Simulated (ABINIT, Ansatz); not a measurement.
# Lattice dynamics of AlBiS3 (Pm-3m) in two programs, part 4 of 4

Aim: the phonon dispersion of AlBiS3 (Pm-3m), checked by a second program.

ABINIT 10.8.3; DFT LDA, scalar-relativistic, plane waves, HGH norm-conserving pseudopotentials.

So far. Step 4 (Zone-centre response): The acoustic modes at Γ come out as far as 3.3 cm⁻¹ from zero, where they should vanish, a small numerical error. The lowest optical mode is imaginary, 151i cm⁻¹, an instability at this level and on this k mesh. Step 6 (Interpolated phonon bands): The path dips to 254i cm⁻¹.

The structure was built from a prototype and need not be the compound's stable phase.

## Step 8: A second program

The same cell goes through another code, with its own cutoff. The potentials differ.

This step: DFT LDA, scalar-relativistic, plane waves, PseudoDojo norm-conserving pseudopotentials (Ansatz 0.2.0).

input.yaml reads:

```yaml
crystal:
  lattice:
    - [4.5690303556, 0.0, 0.0]
    - [0.0, 4.5690303556, 0.0]
    - [0.0, 0.0, 4.5690303556]
  atoms:
    - { symbol: Bi, position: [0.0, 0.0, 0.0] }
    - { symbol: Al, position: [0.5, 0.5, 0.5] }
    - { symbol: S, position: [0.5, 0.5, 0.0] }
    - { symbol: S, position: [0.5, 0.0, 0.5] }
    - { symbol: S, position: [0.0, 0.5, 0.5] }
kpoints:
  mp_grid: { grid: [6, 6, 6] }
hamiltonian:
  xc: lda
  pseudopotentials: { kind: nc, accuracy: standard }
scf:
  occupations: { method: gaussian, width: 0.27211 }
output:
  eigenvalues: true
phonons:
  method: dfpt
  qmesh: [2, 2, 2]
  temperatures: { t_max: 1000, t_step: 50 }
  qpath:
    path:
      - [[0.0, 0.0, 0.0], [0.0, 0.5, 0.0], [0.5, 0.5, 0.0], [0.0, 0.0, 0.0], [0.5, 0.5, 0.5], [0.0, 0.5, 0.0]]
      - [[0.5, 0.5, 0.5], [0.5, 0.5, 0.0]]
    npoints: 10
```

Run with:

```console
$ ansatz run input.yaml --threads 4 --pin off --max-ram 8192MiB --backend cpu --events-out ev --progress --plain --runs-dir out
```

The program printed:

```text
Engine: ansatz 0.2.0, x86_64-unknown-linux-gnu
Pseudopotentials: kind: nc
Pseudopotential: Bi, nc, valence charge 15, recommended cutoff 952.398519 eV (normal), Bi.nc.azcp (PseudoDojo's, or run here from an input of PseudoDojo's; its table is named by hamiltonian.pseudopotentials.accuracy)
Pseudopotential: Al, nc, valence charge 3, recommended cutoff 598.650497 eV (normal), Al.nc.azcp (PseudoDojo's, or run here from an input of PseudoDojo's; its table is named by hamiltonian.pseudopotentials.accuracy)
Pseudopotential: S, nc, valence charge 6, recommended cutoff 734.707429 eV (normal), S.nc.azcp (PseudoDojo's, or run here from an input of PseudoDojo's; its table is named by hamiltonian.pseudopotentials.accuracy)
Functional definition: SPW92
  exchange = slater_x
  correlation = pw_c
Crystal: 5 atoms, lattice volume = 95.383 Å³
Basis set: ecut = 952.398519 eV, 6403 PW (Γ), exchange–correlation on 96×96×96 points (8 copies of the dense FFT grid, shifted against one another)
Bands: 23, of which v1, the nominal top of the filled ones, is band 18 counted from 1 (17 counted from 0)
Symmetry: 48 space group operations
k-points: 20 of 216
Non-local potential: Bi, projectors of the file, l = 0: 2, l = 1: 2, l = 2: 2, l = 3: 2
Non-local potential: Al, projectors of the file, l = 0: 2, l = 1: 2, l = 2: 2
Non-local potential: S, projectors of the file, l = 0: 2, l = 1: 2, l = 2: 2
Initial density: superposition of atomic densities (chi_scale 0.1, normalization cell, long waves kept (reshape's long-wave potential 0.01 eV rms))
Initial wavefunctions: pseudopotential atomic-orbital guess
Functional: x = slater, c = lda
SCF iter   1: F=—  HF=-3192.235485 eV  |F-HF|=—  |Δ(HF+E_count)|=         —  Δρ=4.09e-2  dr2=3.22e0  ethr=3.10e-3  ⟨swp⟩=6.8  Hψ=2342  notcnv=0
preconditioner: auto → Kerker (q_TF=auto, 2.319 Å⁻¹)  [metal: Δε(μ)=0.236 eV  Ē_g=13.774 eV  σ=0.272 eV  W_gap=0.46  n_scr=18 (ndim 8)  ℏωp=22.8 eV  f_vac=0.000  D(μ)=0.63/eV (n_scr^D=0)]
SCF iter   2: F=—  HF=-3191.575591 eV  |F-HF|=—  |Δ(HF+E_count)|=   6.60e-1  Δρ=2.02e-2  dr2=7.43e-1  ethr=3.10e-3  ⟨swp⟩=2.3  Hψ=805  notcnv=0
SCF iter   3: F=—  HF=-3191.394440 eV  |F-HF|=—  |Δ(HF+E_count)|=   1.81e-1  Δρ=4.60e-3  dr2=2.21e-2  ethr=2.06e-3  ⟨swp⟩=2.0  Hψ=593  notcnv=0
SCF iter   4: F=—  HF=-3191.389589 eV  |F-HF|=—  |Δ(HF+E_count)|=   4.85e-3  Δρ=1.07e-3  dr2=2.93e-3  ethr=6.13e-5  ⟨swp⟩=2.2  Hψ=791  notcnv=0  defer=1
SCF iter   5: F=—  HF=-3191.389016 eV  |F-HF|=—  |Δ(HF+E_count)|=   5.73e-4  Δρ=3.41e-4  dr2=1.69e-4  ethr=8.13e-6  ⟨swp⟩=1.9  Hψ=610  notcnv=0  defer=1
SCF iter   6: F=—  HF=-3191.388986 eV  |F-HF|=—  |Δ(HF+E_count)|=   3.01e-5  Δρ=7.69e-5  dr2=9.00e-6  ethr=4.71e-7  ⟨swp⟩=2.2  Hψ=623  notcnv=0  defer=1
SCF iter   7: F=—  HF=-3191.388994 eV  |F-HF|=—  |Δ(HF+E_count)|=   7.60e-6  Δρ=2.92e-5  dr2=2.31e-6  ethr=2.50e-8  ⟨swp⟩=2.5  Hψ=710  notcnv=0  defer=1
SCF iter   8: F=—  HF=-3191.388948 eV  |F-HF|=—  |Δ(HF+E_count)|=   4.60e-5  Δρ=3.98e-6  dr2=3.26e-8  ethr=6.41e-9  ⟨swp⟩=1.4  Hψ=497  notcnv=0  defer=1
SCF iter   9: F=—  HF=-3191.388948 eV  |F-HF|=—  |Δ(HF+E_count)|=   6.21e-9  Δρ=5.24e-7  dr2=2.68e-10  ethr=9.05e-11  ⟨swp⟩=2.2  Hψ=768  notcnv=0  defer=1
SCF iter  10: F=—  HF=-3191.388948 eV  |F-HF|=—  |Δ(HF+E_count)|=  8.82e-11  Δρ=8.59e-8  dr2=1.00e-11  ethr=1.00e-12  ⟨swp⟩=7.7  Hψ=3266  notcnv=0
[...]
SCF 1 converged in 11 iterations: F = -3191.388948 eV  dr2 = 9.85e-14
Initial density: read from a saved state, or passed on in memory by an earlier SCF of this step, an earlier step, the calling program or the single point that the run made first
iter 1 solved again at ethr=4.36e-7 eV; its pass at ethr=3.10e-3 eV (dr2=1.57e-4 eV) is discarded
SCF iter   1: F=—  HF=-3191.388987 eV  |F-HF|=—  |Δ(HF+E_count)|=         —  Δρ=2.14e-6  dr2=2.29e-9  ethr=4.36e-7  ⟨swp⟩=3.1  Hψ=3757  notcnv=0
eigensolver tolerance schedule: the retry pair's looser diagonalisation over-reported the residual by 68492.64 of it (diagonalisation noise at an unbounded share of the residual, at the tolerance the schedule requests for it); recorded, not acted on — ethr = c·dr2/N_el stays at c = 1.0e-1
preconditioner: auto → Kerker (q_TF=auto, 2.319 Å⁻¹)  [metal: Δε(μ)=0.119 eV  Ē_g=8.864 eV  σ=0.272 eV  W_gap=0.24  n_scr=18 (ndim 8)  ℏωp=19.4 eV  f_vac=0.000  D(μ)=2.18/eV (n_scr^D=18)]
SCF iter   2: F=—  HF=-3191.388948 eV  |F-HF|=—  |Δ(HF+E_count)|=   3.96e-5  Δρ=1.04e-6  dr2=4.56e-10  ethr=6.37e-12  ⟨swp⟩=5.0  Hψ=1665  notcnv=0
SCF iter   3: F=—  HF=-3191.388948 eV  |F-HF|=—  |Δ(HF+E_count)|=  1.18e-10  Δρ=6.75e-7  dr2=2.01e-10  ethr=1.27e-12  ⟨swp⟩=1.1  Hψ=461  notcnv=0
SCF iter   4: F=—  HF=-3191.388948 eV  |F-HF|=—  |Δ(HF+E_count)|=  6.37e-11  Δρ=3.93e-7  dr2=7.69e-11  ethr=1.00e-12  ⟨swp⟩=1.0  Hψ=460  notcnv=0
SCF iter   5: F=—  HF=-3191.388948 eV  |F-HF|=—  |Δ(HF+E_count)|=  1.05e-11  Δρ=3.36e-7  dr2=5.38e-11  ethr=1.00e-12  ⟨swp⟩=1.0  Hψ=460  notcnv=0
SCF iter   6: F=—  HF=-3191.388948 eV  |F-HF|=—  |Δ(HF+E_count)|=  5.91e-12  Δρ=2.92e-7  dr2=4.15e-11  ethr=1.00e-12  ⟨swp⟩=1.0  Hψ=460  notcnv=0
SCF iter   7: F=—  HF=-3191.388948 eV  |F-HF|=—  |Δ(HF+E_count)|=  5.00e-12  Δρ=2.48e-7  dr2=3.03e-11  ethr=1.00e-12  ⟨swp⟩=1.0  Hψ=460  notcnv=0
SCF iter   8: F=—  HF=-3191.388948 eV  |F-HF|=—  |Δ(HF+E_count)|=  1.00e-11  Δρ=1.40e-7  dr2=1.01e-11  ethr=1.00e-12  ⟨swp⟩=1.0  Hψ=460  notcnv=0
SCF iter   9: F=-3191.388948 eV  HF=-3191.388948 eV  |F-HF|=6.37e-12  |Δ(HF+E_count)|=  9.09e-13  Δρ=1.33e-7  dr2=9.18e-12  ethr=1.00e-12  ⟨swp⟩=1.8  Hψ=649  notcnv=0
SCF 2 converged in 9 iterations: F = -3191.388948 eV  dr2 = 9.18e-12
phonons: the bands overlap, so this run is a metal and interpolates without the dipole-dipole term. If the crystal is really an insulator or semiconductor, its LO-TO splitting is missing
NSCF: frozen V_eff on 20 k-points
WARN: eigensolver did not converge in 12 slots of this pass, the one above among them; of largest residual over every band (k=7): 1 band(s) unlocked (lowest unlocked band 22, counted from 0; max residual 6.52e-3 eV among the unlocked bands, 6.52e-3 eV over every band); of lowest unlocked band (k=1): band 22
NSCF: frozen V_eff on 64 k-points
DFPT response loops at q = (0, 0, 0) (fractional): preconditioner auto → Kerker (q_TF=auto, 2.319 Å⁻¹) (partly filled bands, converged f_vac=0.000); β = 1.00, the filter's whole step (`scf.mixing.beta` (0.50) is not read by the response loops under this deck's `scf.mixing.preconditioner`; to damp them name `kerker` or `kerker_dos`, under which they read `scf.mixing.beta`, and type it under 1.00, their step now; both keys bind the ground state too); Broyden in place of MSR1
NSCF: frozen V_eff on 128 k-points
DFPT response loops at q = (0, 0, -0.5) (fractional): mixed as the last ones told, above
NSCF: frozen V_eff on 128 k-points
DFPT response loops at q = (0, -0.5, -0.5) (fractional): mixed as the last ones told, above
NSCF: frozen V_eff on 128 k-points
DFPT response loops at q = (-0.5, -0.5, -0.5) (fractional): mixed as the last ones told, above
SCF converged after 11 iterations
Free energy (F): -3191.388948 eV
Harris-Foulkes:  -3191.388948 eV  (|F-HF|=4.55e-13)
Internal energy: -3191.308168 eV  (E = F + TS)
E sigma→0 (E₀):  -3191.348558 eV
Entropy (-TS):   -0.080780 eV (-16.156 meV/atom)
Fermi energy:    9.093380 eV
--- Per-component energies (eV) ---
  E_band       = -62.188934
  E_kinetic    = 1410.774825
  E_local      = -1631.150651  (includes V_loc(G=0)·N_el)
  E_nonlocal   = -281.020962
  E_hartree    = 530.188147
  E_xc         = -867.011792
  E_vxc        = -621.168438  (∫ρ·V_xc dr)
  E_ewald      = -2353.087733
  E_smearing   = -0.080780  (= −TS)
  E_closure    = 0.000000  (closes the sum)
  Σ components = -3191.388948   (vs F -3191.388948, Δ=0.00e0)
--- Band table (eV; the first three rows and the last of 20) ---
  k-point 0: bands = [... 14 lower, 7.3966, 7.6835, 7.6835, 7.6835, 9.7743, 12.2666, 12.2666, 12.2666, ... 1 higher]
  k-point 1: bands = [... 14 lower, 7.0247, 7.4705, 7.6887, 7.6887, 10.5822, 11.3887, 11.8507, 11.8507, ... 1 higher]
  k-point 2: bands = [... 14 lower, 6.6801, 7.1032, 7.9399, 7.9399, 9.6927, 11.1430, 11.1430, 12.2111, ... 1 higher]
  k-point 19: bands = [... 14 lower, 7.5801, 9.4036, 9.4036, 9.4036, 12.3369, 12.3369, 12.3369, 13.5545, ... 1 higher]
--- Phonons (Γ-DFPT): 4 representative perturbations + reference (Σ response iterations 9) ---
  ASR residual: 2.759e-5 → 0.000e0 eV/Å²; symmetrization residual: 2.885e-6 eV/Å²
  ASR residual per site (eV/Å²): 1.80e-5 1.53e-5 2.76e-5 2.76e-5 2.76e-5
  Γ frequencies (cm⁻¹): -154.40 -154.40 -154.40 -151.70 -151.70 -151.70 0.00 0.00 0.00 105.12 105.12 105.12 468.08 468.08 468.08
--- Phonons (arbitrary-q DFPT): 4 irreducible q on the 2×2×2 mesh ---
  q = [0.0000, 0.0000, 0.0000] (star 1, of the zone-centre solve; hermiticity 3.62e-7, symmetrization 4.38e-15): -154.40 -154.40 -154.40 -151.70 -151.70 -151.70 -0.00 -0.00 0.00 105.12 105.12 105.12 468.08 468.08 468.08
  q = [0.0000, 0.0000, -0.5000] (star 3, 9 solved perturbations in 504 linear systems a pass and spin channel, the states on 64 of 216 k-point pairs; hermiticity 1.41e-7, symmetrization 2.05e-13, the responses' own estimated error 7.4e-5 eV/Å²): -182.69 -135.96 -135.96 -133.78 -133.78 40.63 52.58 52.58 94.18 125.50 125.50 335.91 386.94 466.04 466.04
  q = [0.0000, -0.5000, -0.5000] (star 3, 9 solved perturbations in 504 linear systems a pass and spin channel, the states on 64 of 216 k-point pairs; hermiticity 2.46e-7, symmetrization 6.30e-13, the responses' own estimated error 6.1e-5 eV/Å²): -253.47 -163.65 -163.65 -84.69 -84.69 -34.87 67.23 67.23 154.29 161.85 329.34 343.17 343.17 421.53 467.27
  q = [-0.5000, -0.5000, -0.5000] (star 1, 4 solved perturbations in 184 linear systems a pass and spin channel, the states on 64 of 216 k-point pairs; hermiticity 9.72e-8, symmetrization 1.26e-12, the responses' own estimated error 5.9e-5 eV/Å²): -232.23 -232.23 -232.23 -101.59 -101.59 -101.59 137.93 137.93 137.93 326.19 326.19 354.23 354.23 354.23 449.86
  sum rule: each row above includes the acoustic sum rule's correction from the zone centre's row sums; it moved no ω² by more than (0.48 cm⁻¹)²
  mesh force constants: q→R imaginary residual 6.86e-18; ASR residual 2.759e-5 → 0.000e0 eV/Å²; symmetrization residual 7.994e-15 eV/Å²
  interpolated dispersion: 62 rows × 15 modes
  density of states and harmonic sums: on the 14×14×14 q-mesh, interpolated from the force constants of a 2×2×2 supercell (no non-analytic term)
  largest difference from the sums on the solved wave vectors: F 1.74e-2 eV, S 2.57e-5 and C_V 2.29e-5 eV/K
  zero-point energy: 0.140817 eV/cell   skipped modes (ω ≤ 0): 705, of them read as no rigid motion or as one in doubt: 702 (5.887e0 modes/cell left out, lowest -253.47 cm⁻¹)   left out of the sums: 3.93e-1 of the cell's modes: C_V's classical limit lies that fraction below 3 k_B per atom; for a crystal, a wire or a layer, F and S can be off by more, and a phonons.interpolated_qmesh denser along its periods is the remedy for the sampling
```

Run time: 3.2 min. Hardware: 4 threads of Intel Xeon at 2.70GHz, shared host; peak memory 1.4 GiB; 12 min of CPU time.

Read from the output:

- sum-rule residual before enforcement: 2.76e-5 eV/Å²
- lowest frequency on the path: -253.5 cm⁻¹
- share of modes beyond 3i cm⁻¹ on the dense interpolated mesh: 0.3922
- highest optical zone-centre mode (no LO-TO term): 468.1 cm⁻¹
- lowest optical zone-centre mode: -154.4 cm⁻¹
- lowest mode on the q mesh (acoustic ones at the zone centre apart): -253.5 cm⁻¹

## Step 9: The two compared: ABINIT HGH and Ansatz, PseudoDojo

Worked out from the results:

```
root-mean-square difference             : 5.14 cm⁻¹
largest difference                      : 11.54 cm⁻¹
root-mean-square difference on the path : 4.9 cm⁻¹
largest difference on the path          : 11.6 cm⁻¹
```

The 12 of 57 modes that differ most. Frequencies side by side:

```csv
q (reciprocal lattice),mode,ABINIT HGH (cm⁻¹),"Ansatz, PseudoDojo (cm⁻¹)"
0 0 0,13,456.7,468.1
0 0 0,14,456.7,468.1
0 0 0,15,456.7,468.1
0.5 0 0,12,329.6,335.9
0.5 0 0,13,380,386.9
0.5 0 0,14,454.5,466
0.5 0 0,15,454.5,466
0.5 0.5 0,11,320.9,329.3
0.5 0.5 0,15,455.9,467.3
0.5 0.5 0.5,10,317.8,326.2
0.5 0.5 0.5,11,317.8,326.2
0.5 0.5 0.5,12,348,354.2
```

At the solved wavevectors the largest difference (acoustic modes at Γ apart) is 3 % of the highest mode.

## Step 10: What came out

| Item | Value |
| --- | --- |
| space group after relaxation | Pm-3m |
| volume per atom | 19.1 Å³ |
| highest optical zone-centre mode (no LO-TO term) | 456.7 cm⁻¹ |
| lowest optical zone-centre mode | -151.0 cm⁻¹ |
| q mesh | 2×2×2 |
| lowest mode on the q mesh (acoustic ones at the zone centre apart) | -253.9 cm⁻¹ |
| imaginary modes on the q mesh | yes |
| largest difference from Ansatz, PseudoDojo | 11.5 cm⁻¹ |

AlBiS3 (Pm-3m) is unstable: a mode solved on the 2×2×2 mesh is imaginary, 254i cm⁻¹; its spectrum reaches 459 cm⁻¹. At the LDA level the optical modes of AlBiS3 (Pm-3m) at the zone centre run from 151i to 457 cm⁻¹, so the structure is a saddle point, with 6 modes beyond 10i cm⁻¹ there. The base run prints -0.62 GPa, mostly the error of a finite basis; the relaxation, with a smoothed and higher cutoff, had brought the cell to rest. The most unstable solved mode lies at q = (0.5, 0.5, 0), on the zone boundary, so the distortion that it points to doubles the cell. ABINIT HGH and Ansatz, PseudoDojo differ by 5.1 cm⁻¹ in the root mean square and by 11.5 cm⁻¹ at most, 2.5 % of the highest mode compared (acoustic modes at Γ left out; ABINIT's values are those before the sum rule); the two use different potentials, and the cell was not relaxed for the second set. These are harmonic frequencies at zero temperature: anharmonic shifts and linewidths and thermal expansion are left out. Spin-orbit coupling is left out, which can matter for the heavy elements here. The HGH files keep few electrons and have no core correction, which is cheap but rough for Bi. In a metal the frequencies hang on the k mesh and the smearing, most of all near Kohn anomalies. The structure is a hypothetical one, built on a prototype.

[Host names and launcher messages were left out of these logs when they were recorded.]

[Logs are printed without paths, hosts, clocks, repeated set-up lines and the standing remarks that a program may print on its own settings, such as how far it seeks lower states.]

[Hosts, paths, dates, database ids (printed as entryN), source tags and the programs' standing remarks are cut or masked in the printed files.]
